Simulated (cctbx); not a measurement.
**What is wrong with this refinement?**

Cell a = 5.5980 Å, b = 5.5980 Å, c = 26.5910 Å, α = 90.00°, β = 90.00°, γ = 120.00°; space group P6_3/mmc (no. 194).

The data are simulated with cctbx, not measured: Ag Kα, λ = 0.56087 Å, to d = 0.77 Å, 70 % of the full sphere, strongest reflection 5000 counts, noise from counting, a 4 % proportional error and a noise floor of 4 counts (s.d.); no absorption, and some extinction, which the refinements don't model.

An isotropic refinement with weights 1/σ² prints:

```text
Rint 0.066, 375 unique reflections to 0.77 A
cycle     R1     wR2    GooF  max shift (A)
   1  0.6470  0.9289  24.123   0.06640
  12  0.3366  0.7341  19.065   0.38319
final R1 0.1130 wR2 0.4283 GooF 11.123  parameters 18  data/parameter 20.8
atom        x        y        z      Ueq    occ   su(xyz)  su(Uiso or U11)
Tm1    0.66667  0.33333  0.67651   0.0001  1.000  0.00033  0.0018
Tm2    0.66667  0.33333  0.53004   0.0001  1.000  0.00032  0.0019
Mo1    0.66667  0.33333  0.33249   0.0001  1.000  0.00056  0.0030
Mo2    0.00000  0.00000  0.66992   0.0001  1.000  0.00056  0.0028
Mo3    0.16520  0.83480  0.58904   0.0001  1.000  0.00112  0.0019
Mo4    0.83083  0.16917  0.25000   0.0001  1.000  0.00160  0.0025
Mo5    0.00000  0.00000  0.50000   0.0001  1.000  0.00000  0.0039
Mo6    0.68505  0.78536  0.08419   1.0000  1.000  0.07816  0.0827
difference map: max 47.13 min -6.52 rms 2.67
Q1    0.3333  0.6667  0.1732    4   47.15  0.09 A from Tm1
Q2    0.3333  0.6667  0.0266    4   32.99  0.09 A from Tm2
Q3    0.3333  0.6667  0.6640    4   25.22  0.09 A from Mo1
Q4    0.0000  0.0000  0.1636    4   23.93  0.17 A from Mo2
Q5    0.1664  0.3328  0.5911   12   19.11  0.05 A from Mo3
Q6    0.1656  0.3313  0.7500    6   14.63  0.03 A from Mo4
```

**Question.** Can this result stand? If not, what is the likely fault?

Mend it. The fault: spurious atom: Mo6. Against the right model at the same level, R1 goes from 0.0217 to 0.1130 and GooF from 1.13 to 11.12, Mo6 takes U = the program's ceiling, U of Tm2 shrinks from 0.0059 to the program's floor and the top difference peak, 47.1 e/Å³, lies on Tm1. A site with no density behind it hides by a very large U or drifts. The fit had not settled when the cycles ran out.

The compound is Tm2Mo7. The right model at the same level gives:

```text
Rint 0.066, 375 unique reflections to 0.77 A
cycle     R1     wR2    GooF  max shift (A)
   1  0.1291  0.2678   6.916   0.04011
   2  0.0217  0.0437   1.128   0.00000
final R1 0.0217 wR2 0.0437 GooF 1.128  parameters 14  data/parameter 26.8
atom        x        y        z      Ueq    occ   su(xyz)  su(Uiso or U11)
Tm1    0.66667  0.33333  0.67616   0.0046  1.000  0.00003  0.0002
Tm2    0.66667  0.33333  0.52983   0.0059  1.000  0.00003  0.0002
Mo1    0.66667  0.33333  0.33302   0.0039  1.000  0.00005  0.0003
Mo2    0.00000  0.00000  0.66931   0.0051  1.000  0.00005  0.0002
Mo3    0.16507  0.83493  0.58927   0.0052  1.000  0.00010  0.0002
Mo4    0.83094  0.16906  0.25000   0.0076  1.000  0.00015  0.0002
Mo5    0.00000  0.00000  0.50000   0.0062  1.000  0.00000  0.0004
difference map: max 2.81 min -4.51 rms 0.63
Q1    0.3333  0.6667  0.7342    4    2.85  1.65 A from Mo4
Q2    0.0000  0.0000  0.2500    2    2.51  1.64 A from Mo4
Q3    0.2739  0.5477  0.2097   12    2.41  1.06 A from Tm1
Q4    0.2663  0.5326  0.1519   12    2.20  0.92 A from Tm1
Q5    0.2070  0.4140  0.0326   12    2.09  1.23 A from Tm2
Q6    0.2754  0.5508  0.2500    6    1.98  2.04 A from Tm1
```

Isotropic U is held between 0.0001 and 1 Å² by the program, and listed peak heights are interpolated, so they can pass the grid's maximum.

This is a model crystal, built by substitution and not relaxed, with assumed displacement parameters.

[Middle refinement cycles are left out of these outputs.]

[Logs are printed without paths, hosts, clocks, repeated set-up lines and the standing remarks that a program may print on its own settings, such as how far it seeks lower states.]
